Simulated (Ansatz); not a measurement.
Rows from a G0W0 calculation on Bi2Se3 (Paraguanajuatite) (Ansatz 0.2.0; G0W0 on PBE, plane waves, PAW; PAW set soft_1; 6×6×6 mesh, 591 empty bands, screening to 150 eV, PAW set soft_1 files), in eV. Spin-orbit coupling is left out.

```csv
row,k,band,start,Σx,Σc at the solution,Vxc
A,Γ,c2,10.277,-10.056,-3.314,-13.307
B,Γ,c1,9.099,-10.014,-2.893,-12.793
C,Γ,v1,8.875,-16.284,0.308,-15.600
D,Γ,v2,7.665,-17.011,1.596,-14.902
```

**Question.** Work out each quasiparticle level and how far it moved.

The quasiparticle equation reads E = start + Σx + Σc(E) − Vxc.

```csv
row,E (eV),shift (eV)
A,10.214,−0.063
B,8.985,−0.114
C,8.499,−0.377
D,7.152,−0.513
```

The gap over the computed points goes from 0.22 eV to 0.49 eV.

Limits: not at the basis limit; model gap, bands may invert with spin-orbit coupling; no spin-orbit coupling.

[Paths, hosts, dates, memory and timing lines, banners, echoed tables and standing remarks are left out of the program output.]

[Logs are printed without paths, hosts, clocks, repeated set-up lines and the standing remarks that a program may print on its own settings, such as how far it seeks lower states.]

[Runs of the session that timed out or met a known fault of the program may be left out.]

[Cells called generated may have been cut or substituted from an entry of the Crystallography Open Database or the Materials Project.]

[Hosts, paths, dates, database ids (printed as entryN), source tags and the programs' standing remarks are cut or masked in the printed files.]
